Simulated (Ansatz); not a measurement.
## Phonons of VInGa in the AlB2 type

Question: is the lattice of VInGa in the AlB2 type stable, and if so, what are its coupling constant and resistivity?

Program: Ansatz 0.2.0. Level of theory: DFT PBE, scalar-relativistic, plane waves, PAW; PAW set soft_1. Results are calculated unless marked as measured.

The structure was built from a prototype and need not be the compound's stable phase.

## (1) The structure

Symmetry: P-6m2, No. 187, hexagonal system. The conventional cell has a = 4.029 Å, b = 4.029 Å, c = 4.230 Å, α = 90.00°, β = 90.00°, γ = 120.00°. V has 6 In at 3.14 Å and 6 Ga at 3.14 Å nearest. Nearest to Ga lie 3 In at 2.33 Å and 6 V at 3.14 Å. Nearest to In lie 3 Ga at 2.33 Å and 6 V at 3.14 Å. Farther neighbours are not listed.

## (2) Relaxing cell and atoms

Lattice constant and positions set the bands and the force constants, so the cell is relaxed first.

File input.yaml:

```yaml
crystal:
  lattice:
    - [4.029, 0.0, 0.0]
    - [-2.0145, 3.48921, 0.0]
    - [0.0, 0.0, 4.23045]
  atoms:
    - { symbol: V, position: [0.0, 0.0, 0.0] }
    - { symbol: Ga, position: [0.33333333, 0.66666667, 0.5] }
    - { symbol: In, position: [0.66666667, 0.33333333, 0.5] }
kpoints:
  mp_grid: { grid: [9, 9, 8] }
hamiltonian:
  xc: pbe
  pseudopotentials: { kind: paw, azcp: { folder: soft_1 } }
scf:
  occupations: { method: gaussian, width: 0.1 }
output:
  forces: true
  stress: true
  eigenvalues: true
relax:
  adjacent_minimum: "off"
  f_tol: 0.005
  max_steps: 80
  cell: { stress_tol: 0.05 }
```

Command:

```sh
$ ansatz run input.yaml --threads 4 --pin off --max-ram 12288MiB --backend cpu --events-out ev --progress --plain --runs-dir out
```

Numbers of over 12 decimals in the logs are rounded to 6 here.

Output:

```text
Engine: ansatz 0.2.0, x86_64-unknown-linux-gnu
Pseudopotentials: kind: paw
Pseudopotential: V, paw, valence charge 13, recommended cutoff 420 eV (normal), soft_1/V.paw.azcp
Pseudopotential: Ga, paw, valence charge 13, recommended cutoff 420 eV (normal), soft_1/Ga.paw.azcp
Pseudopotential: In, paw, valence charge 13, recommended cutoff 420 eV (normal), soft_1/In.paw.azcp
Functional definition: PBE
  parameter kappa = 0.804
  parameter beta = 0.066725
  exchange = pbe_x(kappa = kappa, mu = beta*pi^2/3)
  correlation = pbe_c(beta = beta)
Crystal: 3 atoms, lattice volume = 59.472 Å³
Basis set: ecut = 420 eV, 1167 PW (Γ), exchange–correlation on 54×54×60 points (8 copies of the dense FFT grid, shifted against one another)
Bands: 24, of which v1, the nominal top of the filled ones, is band 20 counted from 1 (19 counted from 0)
Symmetry: 12 space group operations
Space group: P-6m2 (ITA 187), of the structure as read, at distance tolerance 3.9e-5 Å
k-points: 60 of 648 (time reversal used)
Non-local potential: V, projectors of the file, l = 0: 3, l = 1: 2, l = 2: 3, l = 3: 1
Non-local potential: Ga, projectors of the file, l = 0: 2, l = 1: 2, l = 2: 3, l = 3: 1
Non-local potential: In, projectors of the file, l = 0: 2, l = 1: 2, l = 2: 2, l = 3: 1
PAW form: soft (Blöchl's): semilocal exchange-correlation on the pseudo side does not see the compensation charge
PAW one-centre angular grid: V, 590 points (default); XC on 64 Gauss nodes
PAW one-centre angular grid: Ga, 590 points (default); XC on 64 Gauss nodes
PAW one-centre angular grid: In, 590 points (default); XC on 64 Gauss nodes
Initial density: superposition of atomic densities (chi_scale 0.1, normalization cell, long waves kept (reshape's long-wave potential 0.00 eV rms))
Initial wavefunctions: pseudopotential atomic-orbital guess
Functional: x = pbe(κ = 0.804, μ = 0.219515), c = pbe(β = 0.066725)
SCF iter   1: F=—  HF=-12290.306883 eV  |F-HF|=—  |Δ(HF+E_count)|=         —  Δρ=4.84e-2  dr2=1.89e0  ethr=3.10e-3  ⟨swp⟩=5.2  Hψ=5546  notcnv=0
preconditioner: auto → Kerker (q_TF=auto, 2.543 Å⁻¹)  [metal: Δε(μ)=0.014 eV  Ē_g=11.239 eV  σ=0.100 eV  W_gap=0.08  n_scr=20 (ndim 8)  ℏωp=26.8 eV  f_vac=0.000  D(μ)=4.65/eV (n_scr^D=58)]
SCF iter   2: F=—  HF=-12290.090880 eV  |F-HF|=—  |Δ(HF+E_count)|=   2.16e-1  Δρ=2.41e-2  dr2=3.74e-1  ethr=3.10e-3  ⟨swp⟩=2.5  Hψ=2834  notcnv=0
SCF iter   3: F=—  HF=-12290.085327 eV  |F-HF|=—  |Δ(HF+E_count)|=   5.55e-3  Δρ=7.58e-3  dr2=3.45e-2  ethr=9.59e-4  ⟨swp⟩=2.1  Hψ=2432  notcnv=0
SCF iter   4: F=—  HF=-12290.077222 eV  |F-HF|=—  |Δ(HF+E_count)|=   8.11e-3  Δρ=3.56e-3  dr2=4.11e-3  ethr=8.85e-5  ⟨swp⟩=2.0  Hψ=2648  notcnv=0
SCF iter   5: F=—  HF=-12290.077671 eV  |F-HF|=—  |Δ(HF+E_count)|=   4.50e-4  Δρ=1.02e-3  dr2=6.68e-4  ethr=1.05e-5  ⟨swp⟩=2.0  Hψ=2326  notcnv=0
SCF iter   6: F=—  HF=-12290.077627 eV  |F-HF|=—  |Δ(HF+E_count)|=   4.45e-5  Δρ=1.75e-4  dr2=1.55e-5  ethr=1.71e-6  ⟨swp⟩=2.0  Hψ=1681  notcnv=0
SCF iter   7: F=—  HF=-12290.077624 eV  |F-HF|=—  |Δ(HF+E_count)|=   2.44e-6  Δρ=9.55e-5  dr2=3.22e-6  ethr=3.98e-8  ⟨swp⟩=2.6  Hψ=2508  notcnv=0
SCF iter   8: F=—  HF=-12290.077624 eV  |F-HF|=—  |Δ(HF+E_count)|=   5.13e-7  Δρ=5.64e-5  dr2=1.04e-6  ethr=8.25e-9  ⟨swp⟩=2.3  Hψ=2595  notcnv=0
SCF iter   9: F=—  HF=-12290.077623 eV  |F-HF|=—  |Δ(HF+E_count)|=   2.77e-7  Δρ=1.03e-5  dr2=1.01e-7  ethr=2.66e-9  ⟨swp⟩=1.2  Hψ=1460  notcnv=0
SCF iter  10: F=-12290.077623 eV  HF=-12290.077623 eV  |F-HF|=5.97e-9  |Δ(HF+E_count)|=   9.55e-9  Δρ=4.53e-6  dr2=1.60e-8  ethr=2.56e-10  ⟨swp⟩=4.0  Hψ=4363  notcnv=0
the search or the solves at the SCF's close seem to have found levels that the self-consistency loop had missed (the run counts 1). By its estimate they hold under 1e-12 electrons; where the run keeps them, the occupations were computed again with them
SCF 1 converged in 10 iterations: F = -12290.077623 eV  dr2 = 1.60e-8
  greatest PAW one-centre occupation: 0.999 electrons in one spin orbital (limit 2), on the V atom at site 0 (counted from 0), in its partial waves of l = 0
relax step   1: F+E_penalty+E_count = -12290.07762338 eV  Δ(F+E_penalty+E_count) = +0.000e0 eV  max|allowed force component| = 1.650e-16 eV/Å  Δτ_max = 0.0000 Å  P = +6.240 GPa  Ω = 59.472 Å³  (10 SCF iters, dr2 threshold 1.00e-7 eV, accepted)
Crystal: 3 atoms, lattice volume = 59.994 Å³
Basis set: ecut = 420 eV, 1183 PW (Γ), exchange–correlation on 54×54×60 points (8 copies of the dense FFT grid, shifted against one another)
Initial density: handed on by an earlier stage of this run
Initial wavefunctions: those handed on with the density
iter 1 solved again at ethr=9.29e-5 eV; its pass at ethr=3.10e-3 eV (dr2=3.62e-2 eV) is discarded
SCF iter   1: F=—  HF=-12290.727934 eV  |F-HF|=—  |Δ(HF+E_count)|=         —  Δρ=6.95e-3  dr2=3.64e-2  ethr=9.29e-5  ⟨swp⟩=1.2  Hψ=9284  notcnv=0
preconditioner: auto → Kerker (q_TF=auto, 2.539 Å⁻¹)  [metal: Δε(μ)=0.047 eV  Ē_g=12.129 eV  σ=0.100 eV  W_gap=0.26  n_scr=20 (ndim 8)  ℏωp=26.7 eV  f_vac=0.000  D(μ)=3.36/eV (n_scr^D=28)]
SCF iter   2: F=—  HF=-12290.725597 eV  |F-HF|=—  |Δ(HF+E_count)|=   2.34e-3  Δρ=3.73e-3  dr2=1.23e-2  ethr=9.29e-5  ⟨swp⟩=1.1  Hψ=1445  notcnv=0
SCF iter   3: F=—  HF=-12290.724516 eV  |F-HF|=—  |Δ(HF+E_count)|=   1.08e-3  Δρ=1.00e-3  dr2=6.17e-4  ethr=3.16e-5  ⟨swp⟩=2.0  Hψ=1593  notcnv=0
SCF iter   4: F=—  HF=-12290.724388 eV  |F-HF|=—  |Δ(HF+E_count)|=   1.29e-4  Δρ=3.05e-4  dr2=7.70e-5  ethr=1.58e-6  ⟨swp⟩=2.0  Hψ=2355  notcnv=0
SCF iter   5: F=—  HF=-12290.724345 eV  |F-HF|=—  |Δ(HF+E_count)|=   4.25e-5  Δρ=1.79e-4  dr2=2.05e-5  ethr=1.97e-7  ⟨swp⟩=2.1  Hψ=2470  notcnv=0
SCF iter   6: F=—  HF=-12290.724339 eV  |F-HF|=—  |Δ(HF+E_count)|=   5.81e-6  Δρ=5.95e-5  dr2=2.09e-6  ethr=5.25e-8  ⟨swp⟩=2.0  Hψ=2299  notcnv=0
SCF iter   7: F=-12290.724339 eV  HF=-12290.724339 eV  |F-HF|=1.33e-7  |Δ(HF+E_count)|=   1.13e-7  Δρ=1.70e-5  dr2=2.51e-7  ethr=7.69e-10  ⟨swp⟩=7.0  Hψ=7625  notcnv=0
SCF 2 converged in 7 iterations: F = -12290.724339 eV  dr2 = 2.51e-7
relax step   2: F+E_penalty+E_count = -12290.72433924 eV  Δ(F+E_penalty+E_count) = -6.467e-1 eV  max|allowed force component| = 2.313e-17 eV/Å  Δτ_max = 0.0000 Å  P = +0.906 GPa  Ω = 59.994 Å³  energy of the carried Pulay correction = -1.409e-4 eV  (7 SCF iters, dr2 threshold 3.00e-7 eV, accepted)
Crystal: 3 atoms, lattice volume = 58.723 Å³
Basis set: ecut = 420 eV, 1171 PW (Γ), exchange–correlation on 54×54×60 points (8 copies of the dense FFT grid, shifted against one another)
iter 1 solved again at ethr=1.42e-4 eV; its pass at ethr=3.10e-3 eV (dr2=5.54e-2 eV) is discarded
[...]
relax step   5: F+E_penalty+E_count = -12291.69145371 eV  Δ(F+E_penalty+E_count) = -2.574e-1 eV  max|allowed force component| = 2.621e-17 eV/Å  Δτ_max = 0.0000 Å  P = -0.159 GPa  Ω = 54.932 Å³  energy of the carried Pulay correction = +1.208e-3 eV  (8 SCF iters, dr2 threshold 3.00e-7 eV, accepted)
relax step   6: F+E_penalty+E_count = -12291.94505419 eV  Δ(F+E_penalty+E_count) = -2.536e-1 eV  max|allowed force component| = 9.136e-17 eV/Å  Δτ_max = 0.0000 Å  P = +0.830 GPa  Ω = 53.063 Å³  energy of the carried Pulay correction = +1.737e-3 eV  (8 SCF iters, dr2 threshold 3.00e-7 eV, accepted)
relax step   7: F+E_penalty+E_count = -12292.24012112 eV  Δ(F+E_penalty+E_count) = -2.951e-1 eV  max|allowed force component| = 4.703e-17 eV/Å  Δτ_max = 0.0000 Å  P = +2.261 GPa  Ω = 51.301 Å³  energy of the carried Pulay correction = +2.253e-3 eV  (6 SCF iters, dr2 threshold 3.00e-7 eV, accepted)
relax step   8: F+E_penalty+E_count = -12292.42834099 eV  Δ(F+E_penalty+E_count) = -1.882e-1 eV  max|allowed force component| = 1.687e-17 eV/Å  Δτ_max = 0.0000 Å  P = +4.014 GPa  Ω = 50.009 Å³  energy of the carried Pulay correction = +2.640e-3 eV  (6 SCF iters, dr2 threshold 3.00e-7 eV, accepted)
relax step   9: F+E_penalty+E_count = -12292.45006110 eV  Δ(F+E_penalty+E_count) = -2.172e-2 eV  max|allowed force component| = 3.373e-18 eV/Å  Δτ_max = 0.0000 Å  P = -2.370 GPa  Ω = 52.962 Å³  energy of the carried Pulay correction = +1.755e-3 eV  (7 SCF iters, dr2 threshold 3.00e-7 eV, accepted)
relax step  10: F+E_penalty+E_count = -12292.45920903 eV  Δ(F+E_penalty+E_count) = -9.148e-3 eV  max|allowed force component| = 6.418e-17 eV/Å  Δτ_max = 0.0000 Å  P = +0.233 GPa  Ω = 51.658 Å³  energy of the carried Pulay correction = +2.139e-3 eV  (6 SCF iters, dr2 threshold 3.00e-7 eV, accepted)
relax step  11: F+E_penalty+E_count = -12292.45936272 eV  Δ(F+E_penalty+E_count) = -1.537e-4 eV  max|allowed force component| = 8.656e-18 eV/Å  Δτ_max = 0.0000 Å  P = -0.002 GPa  Ω = 51.774 Å³  energy of the carried Pulay correction = +2.105e-3 eV  (6 SCF iters, dr2 threshold 3.00e-7 eV, accepted)
relax step  12: F+E_penalty+E_count = -12292.45936676 eV  Δ(F+E_penalty+E_count) = -4.044e-6 eV  max|allowed force component| = 6.187e-17 eV/Å  Δτ_max = 0.0000 Å  P = +0.000 GPa  Ω = 51.774 Å³  energy of the carried Pulay correction = +2.105e-3 eV  (6 SCF iters, dr2 threshold 6.78e-9 eV, accepted)
relax step  13: F+E_penalty+E_count = -12292.47869693 eV  Δ(F+E_penalty+E_count) = -1.933e-2 eV  max|allowed force component| = 6.264e-17 eV/Å  Δτ_max = 0.0000 Å  P = +0.702 GPa  Ω = 51.774 Å³  stress off target by 1.06e0 GPa  SCF on the basis re-selected at this cell (its energy is not comparable with the rows above)  (8 SCF iters)
relax step  14: F+E_penalty+E_count = -12292.48050153 eV  Δ(F+E_penalty+E_count) = -1.805e-3 eV  max|allowed force component| = 4.221e-17 eV/Å  Δτ_max = 0.0000 Å  P = +0.125 GPa  Ω = 52.124 Å³  energy of the carried Pulay correction = -1.235e-4 eV  (6 SCF iters, dr2 threshold 3.00e-7 eV, accepted)
relax step  15: F+E_penalty+E_count = -12292.48053183 eV  Δ(F+E_penalty+E_count) = -3.030e-5 eV  max|allowed force component| = 2.583e-17 eV/Å  Δτ_max = 0.0000 Å  P = +0.003 GPa  Ω = 52.199 Å³  energy of the carried Pulay correction = -1.500e-4 eV  (6 SCF iters, dr2 threshold 8.28e-8 eV, accepted)
iter 1 solved again at ethr=2.57e-8 eV; its pass at ethr=3.10e-3 eV (dr2=1.00e-5 eV) is discarded
SCF iter   1: F=—  HF=-12292.480376 eV  |F-HF|=—  |Δ(HF+E_count)|=         —  Δρ=4.25e-4  dr2=1.99e-6  ethr=2.57e-8  ⟨swp⟩=3.2  Hψ=9848  notcnv=0
preconditioner: auto → none  [metal: Δε(μ)=0.041 eV  Ē_g=12.494 eV  σ=0.100 eV  W_gap=0.22  n_scr=8 (ndim 8)  ℏωp=28.6 eV  f_vac=0.000  D(μ)=2.56/eV (n_scr^D=26)]
SCF iter   2: F=—  HF=-12292.480607 eV  |F-HF|=—  |Δ(HF+E_count)|=   2.31e-4  Δρ=2.13e-4  dr2=5.08e-7  ethr=5.10e-9  ⟨swp⟩=1.0  Hψ=1440  notcnv=0
SCF iter   3: F=—  HF=-12292.480685 eV  |F-HF|=—  |Δ(HF+E_count)|=   7.85e-5  Δρ=1.03e-5  dr2=2.36e-8  ethr=1.30e-9  ⟨swp⟩=2.3  Hψ=2366  notcnv=0
SCF iter   4: F=—  HF=-12292.480685 eV  |F-HF|=—  |Δ(HF+E_count)|=   6.98e-8  Δρ=1.18e-6  dr2=4.16e-10  ethr=6.06e-11  ⟨swp⟩=2.0  Hψ=2319  notcnv=0
SCF iter   5: F=—  HF=-12292.480685 eV  |F-HF|=—  |Δ(HF+E_count)|=  5.28e-10  Δρ=3.02e-7  dr2=3.38e-11  ethr=1.07e-12  ⟨swp⟩=2.0  Hψ=2326  notcnv=0
SCF iter   6: F=-12292.480685 eV  HF=-12292.480685 eV  |F-HF|=0.00e0  |Δ(HF+E_count)|=  2.55e-11  Δρ=7.70e-8  dr2=2.54e-12  ethr=1.00e-12  ⟨swp⟩=5.0  Hψ=5550  notcnv=0
SCF 16 converged in 6 iterations: F = -12292.480685 eV  dr2 = 2.54e-12
relax step  16: F+E_penalty+E_count = -12292.48068541 eV  Δ(F+E_penalty+E_count) = -1.536e-4 eV  max|allowed force component| = 2.352e-17 eV/Å  Δτ_max = 0.0000 Å  P = +0.003 GPa  Ω = 52.199 Å³  stress off target by 3.28e-3 GPa  SCF on the basis re-selected at this cell (its energy is not comparable with the rows above)  (6 SCF iters)
basis re-selected at this cell: Δ(F+E_penalty+E_count) = -1.536e-4 eV, ΔP = -0.000 GPa vs the last step (what re-selecting the basis moved, of the pressure what is left beyond the Pulay correction that the steps carried, after the strain that the cell walked since its last selection, with what the two solves' SCF thresholds leave and, on support functions, any second-order correction that the steps lacked; it is no m [...]
SCF converged after 6 iterations
Free energy (F): -12292.480685 eV
Harris-Foulkes:  -12292.480685 eV  (|F-HF|=0.00e0)
Internal energy: -12292.467910 eV  (E = F + TS)
E sigma→0 (E₀):  -12292.474298 eV
Entropy (-TS):   -0.012775 eV (-4.258 meV/atom)
Fermi energy:    13.465035 eV
--- Per-component energies (eV) ---
  E_band       = -163.105953
  E_kinetic    = 627.274197
  E_local      = -3131.894576  (includes V_loc(G=0)·N_el)
  E_nonlocal   = 315.589194
  E_hartree    = 1606.671979
  E_xc         = -321.556902
  E_vxc        = -291.311591  (∫ρ·V_xc dr)
  E_paw        = -7326.070649  (= ΣΔE_a)
  E_vpaw       = -896.108177  (= ΣTr[D̂ρ^β])
  E_aug_tail   = 0.000975  (compensation charges beyond the density's cutoff)
  E_ewald      = -4062.482128
  E_smearing   = -0.012775  (= −TS)
  E_closure    = -0.000000  (closes the sum)
  Σ components = -12292.480685   (vs F -12292.480685, Δ=0.00e0)
--- Forces (eV/Å), atoms counted from 1 ---
  atom   1  V     -0.00000000     0.00000000     0.00000000
  atom   2  Ga     0.00000000     0.00000000     0.00000000
  atom   3  In     0.00000000    -0.00000000     0.00000000
  max |Σ_I F_I| component: 1.27e-17 eV/Å
--- Stress (GPa, compression-positive) ---
        0.003284      -0.000000       0.000000
        0.000000       0.003284       0.000000
        0.000000       0.000000       0.002754
  P = ⅓ Tr σ = 0.0031 GPa (0.031 kbar)
--- Band table (eV; the first three rows and the last of 60) ---
  k-point 0: bands = [... 16 lower, 10.5405, 11.3265, 12.0618, 14.3210, 14.3210, 14.8759, 14.8759, 16.2556]
  k-point 1: bands = [... 16 lower, 10.8533, 11.5928, 12.3683, 13.6719, 13.6719, 15.6990, 15.6990, 16.2546]
  k-point 2: bands = [... 16 lower, 11.7156, 12.3986, 12.7416, 12.9593, 12.9593, 15.9543, 16.1576, 16.1576]
  k-point 59: bands = [... 16 lower, 10.9124, 10.9720, 11.9801, 13.8734, 14.2635, 14.4632, 14.4800, 14.8438]
--- Relaxed structure (14 steps of the walk, 14 accepted, 2 SCFs on fresh bases) ---
  F+E_penalty+E_count = -12292.48068541 eV   max|allowed force component| = 2.352e-17 eV/Å   (the final SCF, on the basis selected at the relaxed cell)
  cell:  # Å, volume = 52.1992 Å³
    - [4.665742, 0, 0.0]
    - [-2.332871, 4.040651, -1.2103442609811131e-17]
    - [0, -1.4674657639712298e-17, 2.768801]
  atoms:
    - { symbol: V, position: [0, 0, 0] }
    - { symbol: Ga, position: [0.333333, 0.666667, 0.5] }
    - { symbol: In, position: [0.666667, 0.333333, 0.5] }
```

Run time: 62 s. Hardware: 4 threads of Intel Xeon Platinum 8488C (Sapphire Rapids), shared host; peak memory 0.52 GiB; 3.9 min of CPU time.

This run has no spin polarisation, although V can carry a moment.

The steps of the relaxation:

```
step  energy less that of the first step (eV)  largest force component (eV/Å)  pressure (GPa)  volume (Å³)
   1                                   0.0000                          0.0000            6.24        59.47
   2                                  -0.6467                          0.0000            0.91        59.99
   3                                  -1.0403                          0.0000           -0.53        58.72
   4                                  -1.3564                          0.0000           -0.76        56.92
   5                                  -1.6138                          0.0000           -0.16        54.93
   6                                  -1.8674                          0.0000            0.83        53.06
   7                                  -2.1625                          0.0000            2.26        51.30
   8                                  -2.3507                          0.0000            4.01        50.01
   9                                  -2.3724                          0.0000           -2.37        52.96
  10                                  -2.3816                          0.0000            0.23        51.66
  11                                  -2.3817                          0.0000            0.00        51.77
  12                                  -2.3817                          0.0000            0.00        51.77
 13*                                  -2.4011                          0.0000            0.70        51.77
  14                                  -2.4029                          0.0000            0.12        52.12
  15                                  -2.4029                          0.0000            0.00        52.20
 16*                                  -2.4031                          0.0000            0.00        52.20
```

Relaxation steps marked * repeat the geometry before them on a plane-wave basis chosen anew for their cell, so energy and pressure can jump there.

Forces are held to the 12 operations that the run works with; a distortion that breaks them can't arise in this run.

```
     cell as run  before  after   change
           a (Å)   4.029  4.666  +15.8 %
           b (Å)   4.029  4.666  +15.8 %
           c (Å)   4.230  2.769  -34.6 %
volume (Å³/atom)   19.82  17.40  -12.2 %
```

Final coordinates:

```xyz
3
Lattice="4.6657 0.0000 0.0000 -2.3329 4.0407 0.0000 0.0000 0.0000 2.7688" Properties=species:S:1:pos:R:3 pbc="T T T"
V     0.0000    0.0000    0.0000
Ga    0.0000    2.6938    1.3844
In    2.3329    1.3469    1.3844
```

This step gave:

* pressure: 0.003108 GPa
* volume per atom: 17.40 Å³/atom
* metallic on mesh: yes
* gap on the k-mesh: 0 eV

The largest force is now zero by symmetry and the largest stress component 0.0033 GPa.

## (3) Relaxation

The cell moved far, so the relaxation is started again from the new cell to confirm it.

input.yaml, the sections that differ from step 2:

```yaml
crystal:
  lattice:
    - [4.6657420163, 0.0, 0.0]
    - [-2.3328710082, 4.0406511137, 0.0]
    - [0.0, 0.0, 2.7688010316]
  atoms:
    - { symbol: V, position: [0.0, 0.0, 0.0] }
    - { symbol: Ga, position: [0.3333333333, 0.6666666667, 0.5] }
    - { symbol: In, position: [0.6666666667, 0.3333333333, 0.5] }
kpoints:
  mp_grid: { grid: [9, 9, 10] }
# hamiltonian, scf, output, relax: as in step 2
```

Output:

```text
[the first part of the log is left out]
  E_vxc        = -291.330402  (∫ρ·V_xc dr)
  E_paw        = -7326.088110  (= ΣΔE_a)
  E_vpaw       = -896.141795  (= ΣTr[D̂ρ^β])
  E_aug_tail   = 0.000987  (compensation charges beyond the density's cutoff)
  E_ewald      = -4063.130035
  E_smearing   = -0.015159  (= −TS)
  E_closure    = -0.000000  (closes the sum)
  Σ components = -12292.489151   (vs F -12292.489151, Δ=0.00e0)
[...]
--- Stress (GPa, compression-positive) ---
        0.009980      -0.000000       0.000000
       -0.000000       0.009980       0.000000
        0.000000       0.000000      -0.032689
  P = ⅓ Tr σ = -0.0042 GPa (-0.042 kbar)
--- Band table (eV; the first three rows and the last of 72) ---
[...]
--- Relaxed structure (2 steps of the walk, 2 accepted, 1 SCFs on fresh bases) ---
[...]
cell:  # Å, volume = 52.1741 Å³
    - [4.660394, 2.883442972493887e-11, 0.0]
    - [-2.330197, 4.036019, 0.0]
    - [0.0, 0.0, 2.773827]
  atoms:
    - { symbol: V, position: [0, 0, 0.0] }
    - { symbol: Ga, position: [0.333333, 0.666667, 0.5] }
    - { symbol: In, position: [0.666667, 0.333333, 0.5] }
```

Elapsed: 10 s, on 4 threads; peak memory 0.52 GiB; 37 s of CPU time.

The steps of the relaxation:

```
step  energy less that of the first step (eV)  largest force component (eV/Å)  pressure (GPa)  volume (Å³)
   1                                   0.0000                          0.0000           -0.02        52.20
   2                                  -0.0001                          0.0000            0.00        52.17
   3                                  -0.0001                          0.0000            0.00        52.17
```

The log counts 1 steps on a newly chosen plane-wave basis, not all of them marked here; energy and pressure can jump at such steps.

```
conventional cell, symmetrised  before  after  change
                         a (Å)   4.666  4.660  -0.1 %
                         b (Å)   4.666  4.660  -0.1 %
                         c (Å)   2.769  2.774  +0.2 %
              volume (Å³/atom)   17.40  17.39  -0.0 %
```

The relaxed structure:

```xyz
3
Lattice="4.6604 0.0000 0.0000 -2.3302 4.0360 0.0000 0.0000 0.0000 2.7738" Properties=species:S:1:pos:R:3 pbc="T T T"
V     0.0000    0.0000    0.0000
Ga    0.0000    2.6907    1.3869
In    2.3302    1.3453    1.3869
```

Numbers from this step:

```
pressure        : -0.004243 GPa
volume per atom : 17.39 Å³/atom
```

The largest force is now zero by symmetry and the largest stress component 0.033 GPa.

(Continued in part 2 of 3.)

[Logs are printed without paths, hosts, clocks, repeated set-up lines and the standing remarks that a program may print on its own settings, such as how far it seeks lower states.]

[Hosts, paths, dates, database ids (printed as entryN), source tags and the programs' standing remarks are cut or masked in the printed files.]
